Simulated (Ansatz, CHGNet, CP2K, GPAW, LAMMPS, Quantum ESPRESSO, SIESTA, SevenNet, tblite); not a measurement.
**How far do other methods lie from plane waves? Glassy 53P2O5-24SrO-24Li2O (mol %) (83 atoms)**

One geometry of glassy 53P2O5-24SrO-24Li2O (mol %) (83 atoms) is solved by several programs and methods. How far do their forces lie from a plane-wave PBE run?

Results are calculated, not measured.

## Step 1: The cell

The cell holds 83 atoms (18 P, 4 Sr, 8 Li and 53 O), with edges of 10.37, 10.37 and 10.37 Å. Recipe: 83 atoms (18 P, 4 Sr, 8 Li, 53 O) placed at random at 2.74 g/cm³, melted at 4000 K for 10 ps at fixed volume with the Morse and Coulomb pair potential with partial charges (Pedone, Malavasi, Menziani, Cormack and Segre, J. Phys. Chem. B 110, 11780 (2006)). Quenched from 4000 K to 300 K at 20 K/ps and fixed volume, held 10 ps at zero pressure, then minimised at fixed cell. The density is 2.69 g/cm³.

## Step 2: The reference input

Quantum ESPRESSO 7.5: Kohn-Sham DFT, PBE, SSSP efficiency 1.3.0 pseudopotentials, plane waves. Its input, pw.in:

```
&control
  calculation = 'scf'
  pseudo_dir = './pseudo'
  outdir = './tmp'
  disk_io = 'none'
  tprnfor = .true.
  tstress = .true.
/
&system
  ibrav = 0
  nat = 83
  ntyp = 4
  ecutwfc = 60
  ecutrho = 480
  nosym = .true.
  occupations = 'smearing'
  smearing = 'fd'
  degauss = 0.003675
/
&electrons
  conv_thr = 4.1e-07
  electron_maxstep = 100
  mixing_beta = 0.4
  mixing_mode = 'plain'
  diagonalization = 'david'
/
ATOMIC_SPECIES
P 30.974 P.upf
Sr 87.620 Sr.upf
Li 6.940 Li.upf
O 15.999 O.upf
CELL_PARAMETERS angstrom
10.37499 0.00000 0.00000
0.00000 10.37499 0.00000
0.00000 0.00000 10.37499
ATOMIC_POSITIONS crystal
P 0.68545 0.87853 0.06176
P 0.23862 0.32564 0.71430
P 0.32809 0.73756 0.31561
P 0.07571 0.89582 0.72222
[... 77 atom lines left out ...]
O 0.78643 0.34875 0.36223
O 0.46256 0.63118 0.64385
K_POINTS gamma
```

```console
$ OMP_NUM_THREADS=1 mpirun -np 4 pw.x -in pw.in > output.txt
```

Elapsed: 2.9 min, on 4 MPI ranks of Arm Neoverse V1, shared host; peak memory 3.4 GiB; 11 min of CPU time.

It converged with an r.m.s. force component of 1.2 eV/Å and a pressure of 2.7 GPa.

Its highest filled and lowest empty levels lie 2.27 eV apart on its k-points.

## Step 3: The other programs

- CHGNet: machine-learned potential, published weights.
- CP2K 2026.2: Gaussian basis with GTH pseudopotentials and a plane-wave density; labels give functional, basis (MOLOPT sets; SR short-range, UZH the newer set with its own potentials), grid cutoff/relative cutoff and solver (OT: orbital transformation; TRS4, TC2, SIGN: linear-scaling purification with its sparsity filter), or its built-in tight binding.
- GPAW 26.7.0: PAW with atomic orbitals (LCAO), plane waves or a real-space grid of spacing h.
- SIESTA 5.4.2: numerical atomic orbitals, whose automatically made sets are far from complete, with PseudoDojo norm-conserving potentials that we converted to its format (checked against plane waves on the same files for H, C, O, Si, Ge and Ca alone); labels give functional, basis size, energy shift and mesh cutoff.
- SevenNet: machine-learned potential, published weights.
- tblite 0.8.0: extended tight binding, driven from Python.

All use the same cell and atoms, and the electronic-structure runs the same k-mesh.

## Step 4: All runs compared

Differences are against the reference: forces as r.m.s. over components, share as that over the reference's r.m.s. force, slope as the fitted ratio of a run's forces to the reference's.

| run | Δ force, r.m.s. (meV/Å) | share (%) | slope | Δ pressure (GPa) | Δ gap (eV) | cores | CPU time | memory (GiB) |
| --- | --- | --- | --- | --- | --- | --- | --- | --- |
| reference | - | - | - | - | - | 4 | 11 min | 3.4 |
| CHGNet 0.3.0 potential | 220 | 17.7 | 0.932 | -0.268 | - | 1 | 3.2 s | 1.1 |
| CHGNet r2SCAN potential | 517 | 41.7 | 0.714 | -5.18 | - | 1 | 3.2 s | 1.1 |
| CP2K PBE, DZVP-MOLOPT-SR, 800/50 Ry, OT DIIS | 145 | 11.6 | 1.058 | 0.454 | -0.372 | 4 | 9.7 min | 3.6 |
| CP2K PBE, DZVP-MOLOPT-SR, 800/50 Ry, TC2 filter 1e-03, SCF 1e-04 (coarse) | 303 | 24.4 | 0.926 | -0.772 | - | 4 | 2.3 min | 3.5 |
| CP2K PBE, DZVP-UZH, 800/50 Ry, OT DIIS | 115 | 9.26 | 1.022 | 0.389 | -0.294 | 4 | 10 min | 3.5 |
| GPAW PBE, LCAO dzp, h 0.16 Å | 501 | 40.4 | 1.212 | - | -0.29 | 2 | 3.8 min | 2.2 |
| GPAW PBE, LCAO dzp, h 0.18 Å | 502 | 40.5 | 1.213 | - | -0.291 | 1 | 2.6 min | 1.4 |
| GPAW PBE, LCAO sz(dzp), h 0.18 Å (coarse) | 3126 | 252 | 1.794 | - | -1.74 | 1 | 58 s | 1.1 |
| GPAW revPBE, LCAO dzp, h 0.18 Å | 543 | 43.8 | 1.236 | - | -0.270 | 1 | 2.6 min | 1.4 |
| SIESTA PBE, DZ, shift 0.01 Ry, mesh 500 Ry (coarse) | 2265 | 182 | 1.641 | 22.9 | -1.26 | 2 | 2 min | 1.3 |
| SIESTA PBE, DZP, shift 0.01 Ry, mesh 500 Ry | 751 | 60.5 | 1.204 | 4.72 | -0.653 | 2 | 4.6 min | 1.9 |
| SIESTA PBE, DZP, shift 0.02 Ry, mesh 500 Ry | 638 | 51.4 | 1.198 | 2.67 | -0.719 | 2 | 3.3 min | 1.6 |
| SIESTA PBE, SZP, shift 0.01 Ry, mesh 500 Ry (coarse) | 1652 | 133 | 1.537 | 14.7 | -1.19 | 2 | 3.9 min | 1.8 |
| SIESTA PBE, TZP, shift 0.01 Ry, mesh 500 Ry | 620 | 50.0 | 1.145 | 3.01 | -0.608 | 4 | 6.2 min | 2.6 |
| SevenNet l3i5 potential | 153 | 12.3 | 0.931 | -1.12 | - | 1 | 9.6 s | 1.6 |
| tblite GFN1-xTB | 489 | 39.4 | 0.905 | -3.29 | - | 1 | 5.6 s | 0.14 |

Rows marked coarse use a setting chosen to be so.

Times of the machine-learned potentials are mostly Python's start and the loading of weights.

CPU time is summed over cores on shared hosts, so it is rough.

## Step 5: What came out

Forces lie from 9.3 % (CP2K PBE, DZVP-UZH, 800/50 Ry, OT DIIS) to 252 % (GPAW PBE, LCAO sz(dzp), h 0.18 Å, coarse) of the reference's r.m.s. force of 1.2 eV/Å away from it. The PBE runs in local orbitals, coarse settings apart, differ by 9.3 % (CP2K PBE, DZVP-UZH, 800/50 Ry, OT DIIS) to 61 % (SIESTA PBE, DZP, shift 0.01 Ry, mesh 500 Ry); basis, grid and potentials can all enter. Tight binding differs by 39 % (tblite GFN1-xTB); it is another model, with fitted parameters of its own, and the xTB methods hold dispersion. Machine-learned potentials differ by 12 % (SevenNet l3i5 potential) to 42 % (CHGNet r2SCAN potential); they were trained on other programs' data, some at another functional.

Rows with another functional or a dispersion term differ by 44 % (GPAW revPBE, LCAO dzp, h 0.18 Å), which mixes the change of model with differences of basis and potentials. Runs with settings chosen to be coarse differ by 24 % (CP2K PBE, DZVP-MOLOPT-SR, 800/50 Ry, TC2 filter 1e-03, SCF 1e-04) to 252 % (GPAW PBE, LCAO sz(dzp), h 0.18 Å), their programs' other errors included. GPAW PBE, LCAO dzp, h 0.18 Å stiffens the forces by a factor of 1.21 while following their directions (correlation 0.962); the difference isn't even, but is largest on one element. From GPAW PBE, LCAO dzp, h 0.18 Å to the finer GPAW PBE, LCAO dzp, h 0.16 Å the share goes from 40.5 to 40.4 %, so the grid isn't what parts these runs from the reference. Pressures at PBE, coarse settings apart, lie +0.39 to +4.72 GPa from the reference's. Gaps at PBE, coarse settings apart, lie -0.72 to -0.29 eV from the reference's.

**Limits.** Periodic xTB results under one method name differ between programs and library versions. The potentials hold different valence shells: 472 electrons in the reference, 456 in GPAW; this bears on time and differences. The reference's pressure holds the uncorrected Pulay stress of its 60 Ry basis, so small pressure differences, may be the reference's own error. In our tests on small cells the SSSP efficiency potentials stood apart from two norm-conserving sets, for C–F bonds most and for P–O bonds less, so differences from this reference needn't be the other run's error. Machine-learned potentials mimic data converged in k, so the reference's own k-point error enters their differences. The quench rate of 20 K/ps is many orders above laboratory rates, so the cell is likely richer in defects and strain than a real sample. The network of bonds at the start is that of the classical potential that made the cell, and needn't be the one that DFT or experiment would give. The electronic-structure runs sample only Γ, in a cell whose shortest periodic width is 10 Å. The reference's pressure of 2.7 GPa reflects the volume that the recipe set, positions that aren't this level's minimum and the basis. Where levels are smeared, the DFT runs use Fermi–Dirac occupations at 580 K (0.05 eV), and energies are free energies. The reference's cutoffs and mesh weren't converged further here.

[Long decimals in the printed logs are rounded to 6 places.]

[Logs are printed without paths, hosts, clocks, repeated set-up lines and the standing remarks that a program may print on its own settings, such as how far it seeks lower states.]

[Hosts, paths, dates, database ids (printed as entryN), source tags and the programs' standing remarks are cut or masked in the printed files.]

[Only finished runs are shown, without SIESTA runs on faulty potentials for Cu, Fe, Ni or Zn; cells were taken only where this reference lay near another plane-wave run.]
